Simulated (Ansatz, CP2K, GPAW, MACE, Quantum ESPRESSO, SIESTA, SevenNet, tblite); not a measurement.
# GPAW on twisted graphene bilayer, 46.83° (76 atoms): settings against a plane-wave reference

Wanted: GPAW inputs and outputs for twisted graphene bilayer, 46.83° (76 atoms), checked against a plane-wave reference.

Method: the method is named at each step, in GPAW 26.7.0.

### Step 1. The starting structure

The cell holds 76 atoms: 76 C. Cell: a = 10.723 Å, b = 10.723 Å, c = 15.530 Å, α = 90.0°, β = 90.0°, γ = 120.0°. It derives from C (graphene). Graphene (a = 2.46 Å) under graphene (a = 2.46 Å), bilayer, commensurate cell of 19 unit cells a layer, twist 46.83 deg; facing planes 3.53 Å apart as built; 12 Å of vacuum; minimised with a classical potential. Then every atom was moved at random, 0.05 Å r.m.s. a Cartesian component. Regions: layer 1, 38 atoms (38 C); layer 2, 38 atoms (38 C). Vacuum lies along c.

The yardstick, on the same geometry:

| Property | Result |
| --- | --- |
| method | Kohn-Sham DFT, PBE, PAW, plane waves (Ansatz 0.2.0); cutoff 420 eV, Γ point, fermi-dirac smearing of 0.05 eV; PAW set soft_2 |
| r.m.s. force component | 2.977 eV/Å |
| longest force | 12.8 eV/Å |
| SCF cycles | 9 |
| time | 6.7 s on 8 threads of Arm Neoverse V2, shared host |
| CPU time | 45 s |

### Step 2. PBE, LCAO dzp, h 0.2 Å

Method: Kohn-Sham DFT, PBE, PAW, atomic orbitals (dzp).

run.py reads:

```python
import numpy as np
from ase.io import read
from gpaw import GPAW, FermiDirac

atoms = read("structure.xyz")
atoms.calc = GPAW(
    mode="lcao",
    basis="dzp",
    h=0.2,
    xc="PBE",
    kpts={"size": (1, 1, 1), "gamma": True},
    occupations=FermiDirac(0.05),
    maxiter=200,
    symmetry={"point_group": False},
    txt="gpaw.txt",
)
energy = atoms.get_potential_energy(force_consistent=True)
forces = atoms.get_forces()
print(f"energy {energy:.6f} eV")
print("forces (eV/A)")
for i, (a, f) in enumerate(zip(atoms, forces)):
    print(f"{i:4d} {a.symbol:2s} {f[0]:10.5f} {f[1]:10.5f} {f[2]:10.5f}")
print(f"Fermi level {atoms.calc.get_fermi_level():.4f} eV")
for k in range(len(atoms.calc.get_ibz_k_points())):
    for s in range(atoms.calc.get_number_of_spins()):
        e = atoms.calc.get_eigenvalues(kpt=k, spin=s)
        n = np.searchsorted(e, atoms.calc.get_fermi_level())
        print(f"k {k} spin {s} levels about the Fermi level:", np.round(e[max(n - 6, 0):n], 4).tolist(), "|", np.round(e[n:n + 6], 4).tolist())
```

structure.xyz reads:

```xyz
76
Lattice="10.72290 0.00000 0.00000 -5.36145 9.28630 0.00000 0.00000 0.00000 15.53000" Properties=species:S:1:pos:R:3 pbc="T T T"
C -2.26141 7.13717 5.99613
C -1.39226 6.08104 6.05934
C 2.76565 0.35381 6.06990
C -1.69899 8.55055 6.11199
C 0.53984 1.24854 6.08326
C 1.40245 0.08766 6.03294
C 0.23789 3.73801 6.12705
C 1.17512 2.60666 6.10810
C -0.01930 6.25339 6.06804
C 0.84309 5.03364 6.10391
C -0.31166 8.56856 6.04226
C 0.45819 7.59229 6.05810
C 2.60808 2.77298 6.08667
C 3.38763 1.63801 6.09879
C 2.26570 5.28140 6.03527
C 3.05099 4.20484 5.97812
C 1.93591 7.70206 6.06773
C 2.83953 6.46735 6.06571
C 7.12124 0.80354 6.01586
C 2.52010 8.94921 6.09149
C 4.73700 1.79569 6.01073
C 5.61901 0.75943 5.97827
C 4.53943 4.21097 6.05111
C 5.38853 3.01238 6.04133
C 4.29168 6.75160 6.05996
C 5.09751 5.45709 6.03061
C 3.86287 9.05646 6.05390
C 4.80665 8.02949 6.13357
C 6.76620 3.27463 5.98495
C 7.65063 2.15934 6.11618
C 6.44200 5.77589 6.06975
C 7.29581 4.51361 6.11571
C -4.50946 8.13043 6.08403
C -3.69527 6.96575 6.08310
C 9.00284 2.26623 6.08093
C 9.83295 1.07545 6.11556
C -1.90766 4.70676 6.08807
C -1.09872 3.57030 6.02580
C 7.83828 0.34554 9.41553
C 7.26798 1.61136 9.51942
C 6.16797 4.20809 9.48790
C 5.67633 5.58376 9.52067
C 5.95984 1.78938 9.50032
C 5.39464 3.00050 9.48153
C 0.25220 8.64257 9.38789
C 5.08630 0.62014 9.49163
C 4.15839 5.72380 9.46538
C 3.72733 6.97559 9.47578
C 4.04248 3.23693 9.48603
C 3.37728 4.59208 9.45140
C 3.66439 0.76863 9.51896
C 3.13307 2.10270 9.49256
C 2.20693 7.19363 9.51197
C 1.63991 8.57042 9.51632
C 1.99108 4.73165 9.48262
C 1.39403 6.05439 9.43479
[... 16 atom lines left out ...]
C 8.20500 2.68959 9.46554
C 7.68505 4.02385 9.48976
C 6.44795 6.66283 9.45311
C 5.95855 7.96180 9.44286
```

The run is started by

```bash
> OMP_NUM_THREADS=1 python run.py > output.txt
```

Numbers of over 12 decimals in the logs are rounded to 6 here.

What it wrote:

```text
energy -668.631699 eV
forces (eV/A)
   0 C    -1.35944    4.02644    1.29453
   1 C    -0.75408   -3.52422   -0.08197
   2 C     2.61552   -0.42282    0.18777
   3 C    -2.27575   -4.37360   -1.24536
   4 C     0.66866    1.21421   -0.02931
   5 C    -0.71059    3.72655    0.43082
   6 C     5.62560   -0.19519   -0.63056
   7 C    -2.05755   -1.54170   -0.06540
   8 C     1.74896   -2.33881    0.17715
   9 C    -1.50132    3.11859   -0.28130
  10 C    -4.21187   12.99128   -0.21739
  11 C     9.00598   -8.86185   -0.00268
  12 C    -3.58587    3.66004   -0.44296
  13 C    -2.24365   -0.47925   -0.47153
  14 C    -4.01168   -3.01843    0.11555
  15 C     5.16315   -7.56663    0.96095
  16 C    -0.55846   -3.49771    0.04657
  17 C     1.03612    9.10638   -0.10684
  18 C    -4.99040    4.04752    0.47596
  19 C    -1.41269   -0.97091   -0.58252
  20 C     2.86840   -0.17747    0.15723
  21 C     3.05575   -6.86745    0.41341
  22 C    -1.95954   -1.07439   -0.68461
  23 C    -2.39081    4.53897   -0.47565
[...]
68 C     3.54914    1.14909   -0.34387
  69 C    -4.82885   -2.75295    0.56926
  70 C     6.48559   -7.78728    0.07427
  71 C    -7.53384    4.47514    0.23705
  72 C    -2.61524    3.01620    0.67179
  73 C    -3.86355    1.96043   -0.14258
  74 C     5.45594    1.75005    0.09979
  75 C    -1.56635    2.91670    0.99067
Fermi level 0.0138 eV
k 0 spin 0 levels about the Fermi level: [-1.7532, -1.6468, -1.5967, -1.5885, -1.4943, -1.3541] | [2.0726, 2.1027, 2.2548, 2.2864, 2.3725, 2.4559]
```

gpaw.txt:

```text
Input parameters:
  mode=LCAO(),
  basis={'default': 'dzp'},
  h=0.2,
  kpts=MonkhorstPack(size=(1, 1, 1), gamma=True),
  maxiter=200,
  occupations=Occupations(name='fermi-dirac', width=0.05, fixmagmom=False),
  symmetry=Symmetry(point_group=False),
  xc=XC(name='PBE')
Unit cell  # Å
| periodic |         x |        y |         z |   lengths |     angles |
|----------|-----------|----------|-----------|-----------|------------|
|      yes | 10.722900 | 0.000000 |  0.000000 | 10.722900 |  90.000000 |
|      yes | -5.361450 | 9.286300 |  0.000000 | 10.722897 |  90.000000 |
|      yes |  0.000000 | 0.000000 | 15.530000 | 15.530000 | 120.000010 |
Number of symmetries: 1
Symmetry operations  # r_c * U_cc + t_c -> r_c
|   | kind |            matrix            |
|---|------|------------------------------|
| 0 |  E   |  1, 0, 0,  0, 1, 0,  0, 0, 1 |
BZ-sampling:
  Number of BZ points: 1
  Number of IBZ points: 1
  Monkhorst-Pack size: [1, 1, 1]
  Monkhorst-Pack shift: [0, 0, 0]
[... lines left out ...]
      Number of RI-basis functions 0
Reference energy: -78099.736776  # eV
eigensolver:
density mixing:
  MSR1-Mixer
occupation numbers:
  Fermi-Dirac:
    width: 0.0500  # eV
FastPoissonSolver using
    Stencil: 8*3+1=25 point O(h^6) finite-difference Laplacian
xc functional:
  name: PBE with 2 nearest neighbor stencil
interpolation: tri-quintic # 5. degree polynomial
Initialization done in: 5.484 s
convergence criteria:
- Maximum [total energy] change in last 3 cyles: 0.0005 eV / valence electron
- Maximum integral of absolute [dens]ity change: 0.0001 electrons / valence electron
- Maximum integral of absolute [eigenst]ate change: 4e-08 eV^2 / valence electron
maximum number of iterations: 200
SCF iterations
|iter     |      energy | eigst |  dens |
|---------|-------------|-------|-------|
|iter:   1| -680.952778 |      c|       |
|iter:   2| -679.063545 |      c| -0.90 |
|iter:   3| -668.502850 |      c| -0.93 |
|iter:   4| -668.673140 |      c| -1.59 |
|iter:   5| -668.660689 |      c| -2.13 |
|iter:   6| -668.633109c|      c| -2.33 |
|iter:   7| -668.631821c|      c| -3.18 |
|iter:   8| -668.631727c|      c| -3.74 |
|iter:   9| -668.631699c|      c| -4.06c|
Converged in 9 steps
SCF loop duration: 38.256 s (4.251 s/step)
Energy contributions relative to reference atoms: (reference = -78099.736776)
Energy contributions:
  Kinetic:         603.902617
  Coulomb:        -612.115642
  Zero:             14.090117
  External:          0.000000
  Xc:             -674.508791
  Entropy:          -0.000000
  Spinorbit:         0.000000
  ----------------------------
  Free energy:    -668.631699
  Extrapolated:   -668.631699
dipole moment: (-5.497461, 0.289313, -0.001042)  # |e|*Ang
Fermi level: 0.014
Eigenvalues  # (at kpt = [0.000, 0.000, 0.000])
| band index |      eig [eV] | occ [0-2] |
|------------|---------------|-----------|
|          0 |       -19.475 |     2.000 |
|        ... |               |           |
|        144 |        -2.044 |     2.000 |
|        145 |        -1.911 |     2.000 |
[...]
|        159 |         2.551 |     0.000 |
|        ... |               |           |
|        186 |         7.924 |     0.000 |
Gap: 3.427 eV
Transition (v -> c):
  (s=0, k=0, n=151, [0.00, 0.00, 0.00]) -> (s=0, k=0, n=152, [0.00, 0.00, 0.00])
No difference between direct/indirect transitions
Force computation time: 9.054  # s
timing:  # [seconds]
  Total:  52.814  # ━━━━━━━━━━━━━━━━━━━━━━━━━━━━━━━━━━━━━━━━━━━━━━━━━━━━━━━━━
  Init:    5.483  # ━━━━━━
  SCF:    38.256  # ━━━━━━━━━━━━━━━━━━━━━━━━━━━━━━━━━━━━━━━━━╸
  Forces:  9.054  # ━━━━━━━━━━
```

Wall time 54 s (1 thread of Arm Neoverse V2, shared host); peak memory 0.84 GiB.

Banners, paths, timers and routine set-up lines are dropped from the logs unmarked, and long logs keep their key lines alone; longer cuts are marked.

Against the reference:

```yaml
r_m_s_force_component: 3.161 eV/Å
r_m_s_difference_of_force_components: 211.5 meV/Å
longest_difference_of_force_vectors: 865.1 meV/Å
force_difference_over_r_m_s_force: 7.105 %
slope_of_forces_against_the_reference_s: 1.061
correlation_of_force_components: 0.9994
```

A closer look about C11, which bears the longest force: 10 atoms, nearest first, numbered in the order of the input, with positions taken from that point.

| atom | x | y | z | distance (Å) | bonds | Fx | Fy | Fz (eV/Å) |
| --- | --- | --- | --- | --- | --- | --- | --- | --- |
| C11 | 0.00 | 0.00 | 0.00 | 0.00 | 3 | -4.21 | 12.99 | -0.22 |
| C12 | 0.77 | -0.98 | 0.02 | 1.24 | 3 | 9.01 | -8.86 | 0.00 |
| C4 | -1.39 | -0.02 | 0.07 | 1.39 | 3 | -2.28 | -4.37 | -1.25 |
| C22 | 0.57 | 1.48 | -0.06 | 1.58 | 3 | 3.06 | -6.87 | 0.41 |
| C9 | 0.29 | -2.32 | 0.03 | 2.33 | 3 | 1.75 | -2.34 | 0.18 |
| C17 | 2.25 | -0.87 | 0.03 | 2.41 | 3 | -0.56 | -3.50 | 0.05 |
| C1 | -1.95 | -1.43 | -0.05 | 2.42 | 3 | -1.36 | 4.03 | 1.29 |
| C3 | -2.28 | 1.07 | 0.03 | 2.52 | 3 | 2.62 | -0.42 | 0.19 |
| C21 | -0.31 | 2.51 | -0.03 | 2.53 | 3 | 2.87 | -0.18 | 0.16 |
| C19 | 2.07 | 1.52 | -0.03 | 2.57 | 3 | -4.99 | 4.05 | 0.48 |

Atoms are counted from 1 here, from 0 in the log.

Forces lie 7.1 % from the reference's, at 1.2 times its CPU time (on 1 against 8 cores).

### Step 3. PBE, plane waves 450 eV

Method: Kohn-Sham DFT, PBE, PAW, plane waves.

run.py: that of step 2 with these lines changed.

```diff
@@ -2,3 +2,4 @@
 from ase.io import read
-from gpaw import GPAW, FermiDirac
+from gpaw import GPAW, FermiDirac, PW
+from ase.parallel import parprint as print
 
@@ -6,5 +7,3 @@
 atoms.calc = GPAW(
-    mode="lcao",
-    basis="dzp",
-    h=0.2,
+    mode=PW(450),
     xc="PBE",
@@ -14,2 +13,3 @@
     symmetry={"point_group": False},
+    nbands=184,
     txt="gpaw.txt",
```

structure.xyz is that of step 2.

The run is started by

```bash
> OMP_NUM_THREADS=1 mpirun -np 2 gpaw python run.py > output.txt
```

What it wrote:

```text
energy -689.662734 eV
forces (eV/A)
   0 C    -1.27507    3.68886    1.34189
   1 C    -0.69224   -3.33594   -0.15660
   2 C     2.57798   -0.50863    0.17320
   3 C    -2.12846   -4.21255   -1.31706
   4 C     0.61380    1.13397   -0.04870
   5 C    -0.67285    3.59252    0.44168
   6 C     5.37527   -0.13263   -0.69755
   7 C    -1.99985   -1.48937   -0.06489
   8 C     1.47265   -2.20722    0.16375
   9 C    -1.44583    3.01298   -0.31685
  10 C    -4.05486   12.22000   -0.18674
  11 C     8.49959   -8.45985   -0.04788
  12 C    -3.60027    3.36615   -0.46460
  13 C    -2.14600   -0.33313   -0.51590
  14 C    -3.59994   -2.94807    0.09650
  15 C     4.94831   -7.24961    1.00586
  16 C    -0.49448   -3.10927    0.02915
  17 C     0.86654    8.57578   -0.16422
  18 C    -4.78133    3.88444    0.50798
  19 C    -1.35549   -0.97517   -0.65772
  20 C     2.95685   -0.22944    0.18023
  21 C     2.90252   -6.46304    0.40548
  22 C    -1.80022   -0.73198   -0.72813
  23 C    -2.37461    4.39374   -0.52881
[...]
68 C     3.44594    1.00778   -0.35585
  69 C    -4.47171   -2.54386    0.62003
  70 C     6.06337   -7.29597    0.06369
  71 C    -7.05151    4.14560    0.28219
  72 C    -2.39605    3.10555    0.73564
  73 C    -3.71325    1.92640   -0.12702
  74 C     5.00622    1.60695    0.14735
  75 C    -1.63258    2.74106    1.05042
Fermi level 0.1664 eV
k 0 spin 0 levels about the Fermi level: [-1.8015, -1.7049, -1.653, -1.6441, -1.5556, -1.4166] | [1.9864, 2.0182, 2.1656, 2.1922, 2.278, 2.3611]
```

gpaw.txt:

```text
Input parameters:
  mode=PW(ecut=450.000000),
  kpts=MonkhorstPack(size=(1, 1, 1), gamma=True),
  maxiter=200,
  nbands=184,
  occupations=Occupations(name='fermi-dirac', width=0.05, fixmagmom=False),
  symmetry=Symmetry(point_group=False),
  xc=XC(name='PBE')
Diagonalizing LCAO Hamiltonian
Converting LCAO to pw mode
Unit cell  # Å
[... lines left out ...]
  Converge bands: occupied
[... lines left out ...]
  Fermi-Dirac:
[... lines left out ...]
convergence criteria:
- Maximum [total energy] change in last 3 cyles: 0.0005 eV / valence electron
[... lines left out ...]
Converged in 12 steps
[... lines left out ...]
  Kinetic:         705.525873
  Coulomb:        -707.469242
  Zero:              0.439033
  External:          0.000000
  Xc:             -688.158398
  Entropy:          -0.000000
  Spinorbit:         0.000000
  ----------------------------
  Free energy:    -689.662734
  Extrapolated:   -689.662734
dipole moment: (-5.555156, 0.301795, -0.001428)  # |e|*Ang
Fermi level: 0.166
Eigenvalues  # (at kpt = [0.000, 0.000, 0.000])
| band index |      eig [eV] | occ [0-2] |
|------------|---------------|-----------|
|          0 |       -19.457 |     2.000 |
|        ... |               |           |
|        144 |        -2.118 |     2.000 |
|        145 |        -1.897 |     2.000 |
[...]
|        159 |         2.457 |     0.000 |
|        ... |               |           |
|        183 |         6.582 |     0.000 |
Gap: 3.403 eV
Transition (v -> c):
  (s=0, k=0, n=151, [0.00, 0.00, 0.00]) -> (s=0, k=0, n=152, [0.00, 0.00, 0.00])
No difference between direct/indirect transitions
Force computation time: 3.333  # s
```

It took 78 s on 2 MPI ranks; peak memory 1.3 GiB.

Compared with the plane-wave run:

| Item | Value |
| --- | --- |
| r.m.s. force component | 2.989 eV/Å |
| r.m.s. difference of force components | 15.58 meV/Å |
| longest difference of force vectors | 101.1 meV/Å |
| force difference over r.m.s. force | 0.5234 % |
| slope of forces against the reference's | 1.004 |
| correlation of force components | 1 |

Against the first run (7.1 %), the force difference from the reference is 0.52 %, at 2.9 times the CPU time (on 2 against 1 cores).

### Step 4. PBE, LCAO sz(dzp), h 0.2 Å

Method: Kohn-Sham DFT, PBE, PAW, atomic orbitals (sz(dzp)).

run.py: that of step 3 with these lines changed.

```diff
@@ -2,4 +2,3 @@
 from ase.io import read
-from gpaw import GPAW, FermiDirac, PW
-from ase.parallel import parprint as print
+from gpaw import GPAW, FermiDirac
 
@@ -7,3 +6,5 @@
 atoms.calc = GPAW(
-    mode=PW(450),
+    mode="lcao",
+    basis="sz(dzp)",
+    h=0.2,
     xc="PBE",
@@ -13,3 +14,2 @@
     symmetry={"point_group": False},
-    nbands=184,
     txt="gpaw.txt",
```

structure.xyz is that of step 3.

The run is started by

```bash
> OMP_NUM_THREADS=1 python run.py > output.txt
```

What it wrote:

```text
energy -567.717227 eV
forces (eV/A)
   0 C    -1.71667    5.26960    1.10485
   1 C    -0.91971   -4.29003    0.14004
   2 C     2.73335    0.00595    0.27054
   3 C    -2.89383   -4.93981   -0.83741
   4 C     0.86369    1.63450    0.11019
   5 C    -0.83742    4.14279    0.34065
[...]
73 C    -4.28862    2.12834   -0.20077
  74 C     7.03613    2.16371   -0.18262
  75 C    -1.26261    3.54796    0.62749
Fermi level -1.5170 eV
k 0 spin 0 levels about the Fermi level: [-4.1652, -4.0436, -3.9906, -3.9672, -3.8673, -3.7174] | [-0.2955, -0.2837, -0.1202, -0.0828, 0.0101, 0.088]
```

gpaw.txt:

```text
Input parameters:
  mode=LCAO(),
  basis={'default': 'sz(dzp)'},
  h=0.2,
  kpts=MonkhorstPack(size=(1, 1, 1), gamma=True),
  maxiter=200,
  occupations=Occupations(name='fermi-dirac', width=0.05, fixmagmom=False),
[... lines left out ...]
  Fermi-Dirac:
[... lines left out ...]
convergence criteria:
- Maximum [total energy] change in last 3 cyles: 0.0005 eV / valence electron
[... lines left out ...]
Converged in 8 steps
[... lines left out ...]
  Free energy:    -567.717227
[... lines left out ...]
Fermi level: -1.517
[... lines left out ...]
|        ... |               |           |
|        186 |         5.785 |     0.000 |
Gap: 3.422 eV
Transition (v -> c):
  (s=0, k=0, n=151, [0.00, 0.00, 0.00]) -> (s=0, k=0, n=152, [0.00, 0.00, 0.00])
No difference between direct/indirect transitions
Force computation time: 2.235  # s
timing:  # [seconds]
  Total:  19.751  # ━━━━━━━━━━━━━━━━━━━━━━━━━━━━━━━━━━━━━━━━━━━━━━━━━━━━━━━━━
  Init:    4.695  # ━━━━━━━━━━━━━╸
  SCF:    12.800  # ━━━━━━━━━━━━━━━━━━━━━━━━━━━━━━━━━━━━━
  Forces:  2.235  # ━━━━━━╸
```

Elapsed: 21 s, on 1 thread; peak memory 0.68 GiB.

Against the reference:

```yaml
r_m_s_force_component: 3.777 eV/Å
r_m_s_difference_of_force_components: 912.2 meV/Å
longest_difference_of_force_vectors: 3478 meV/Å
force_difference_over_r_m_s_force: 30.64 %
slope_of_forces_against_the_reference_s: 1.258
correlation_of_force_components: 0.9915
```

This is a coarse setting, run to see what it loses.

Against the first run (7.1 %), the force difference from the reference is 31 %, at 0.39 times the CPU time, with 304 basis functions against 988: the smaller basis costs accuracy.

### Step 5. PBE, LCAO dzp, h 0.2 Å, other mixer settings

Method: Kohn-Sham DFT, PBE, PAW, atomic orbitals (dzp).

run.py: that of step 4 with these lines changed.

```diff
@@ -2,3 +2,3 @@
 from ase.io import read
-from gpaw import GPAW, FermiDirac
+from gpaw import GPAW, FermiDirac, Mixer
 
@@ -7,3 +7,3 @@
     mode="lcao",
-    basis="sz(dzp)",
+    basis="dzp",
     h=0.2,
@@ -12,2 +12,3 @@
     occupations=FermiDirac(0.05),
+    mixer=Mixer(0.03, 7, 100),
     maxiter=200,
```

structure.xyz is that of step 4.

What it wrote:

```text
energy -668.631701 eV
forces (eV/A)
   0 C    -1.35827    4.02808    1.29312
   1 C    -0.75322   -3.52348   -0.08093
   2 C     2.61458   -0.42289    0.18864
   3 C    -2.27485   -4.37374   -1.24265
   4 C     0.66893    1.21262   -0.02778
   5 C    -0.71079    3.72731    0.43051
   6 C     5.62555   -0.19640   -0.62887
   7 C    -2.05697   -1.54043   -0.06366
   8 C     1.74871   -2.33709    0.17807
   9 C    -1.49935    3.11848   -0.27941
  10 C    -4.21054   12.99017   -0.21665
  11 C     9.00482   -8.86152   -0.00217
[...]
71 C    -7.53430    4.47647    0.23592
  72 C    -2.61555    3.01466    0.67043
  73 C    -3.86329    1.95915   -0.14254
  74 C     5.45706    1.75115    0.09796
  75 C    -1.56639    2.91782    0.98739
Fermi level 0.0146 eV
k 0 spin 0 levels about the Fermi level: [-1.7533, -1.6471, -1.5967, -1.5886, -1.4945, -1.3544] | [2.0724, 2.1025, 2.2544, 2.2862, 2.3723, 2.4559]
```

gpaw.txt:

```text
Input parameters:
  mode=LCAO(),
  basis={'default': 'dzp'},
  h=0.2,
  kpts=MonkhorstPack(size=(1, 1, 1), gamma=True),
  maxiter=200,
  mixer=Pulay(name='pulay', nmaxold=7, beta=0.03, weight=100, sigma=0.015, g_ss=None),
  occupations=Occupations(name='fermi-dirac', width=0.05, fixmagmom=False),
[... lines left out ...]
  Fermi-Dirac:
[... lines left out ...]
convergence criteria:
- Maximum [total energy] change in last 3 cyles: 0.0005 eV / valence electron
[... lines left out ...]
Converged in 14 steps
[... lines left out ...]
  Free energy:    -668.631701
[... lines left out ...]
Fermi level: 0.015
[... lines left out ...]
|          0 |       -19.475 |     2.000 |
|        ... |               |           |
|        144 |        -2.044 |     2.000 |
|        145 |        -1.912 |     2.000 |
[...]
|        159 |         2.551 |     0.000 |
|        ... |               |           |
|        186 |         7.924 |     0.000 |
Gap: 3.427 eV
Transition (v -> c):
  (s=0, k=0, n=151, [0.00, 0.00, 0.00]) -> (s=0, k=0, n=152, [0.00, 0.00, 0.00])
No difference between direct/indirect transitions
Force computation time: 8.738  # s
timing:  # [seconds]
  Total:  74.982  # ━━━━━━━━━━━━━━━━━━━━━━━━━━━━━━━━━━━━━━━━━━━━━━━━━━━━━━━━━
  Init:    5.526  # ━━━━
  SCF:    60.697  # ━━━━━━━━━━━━━━━━━━━━━━━━━━━━━━━━━━━━━━━━━━━━━━
  Forces:  8.738  # ━━━━━━╸
```

Elapsed: 76 s, on 1 thread; peak memory 0.76 GiB.

Numbers from this run, and their distance from the reference:

* r.m.s. force component: 3.161 eV/Å
* r.m.s. difference of force components: 211.6 meV/Å
* longest difference of force vectors: 863.7 meV/Å
* force difference over r.m.s. force: 7.106 %
* slope of forces against the reference's: 1.061
* correlation of force components: 0.9994
* energy less the same-level run's: 0 meV/atom
* r.m.s. force difference from the same-level run: 1.182 meV/Å

Against the first run (7.1 %), the force difference from the reference is 7.1 %, at 1.4 times the CPU time (14 SCF steps against 9): another solver or mixer reaches the same state.

(Continued in part 2 of 2.)

[Also dropped from logs without a mark: logging warnings of Python, and SIESTA's first energy breakdown and zero terms.]

[Logs are printed without paths, hosts, clocks, repeated set-up lines and the standing remarks that a program may print on its own settings, such as how far it seeks lower states.]

[Hosts, paths, dates, database ids (printed as entryN), source tags and the programs' standing remarks are cut or masked in the printed files.]
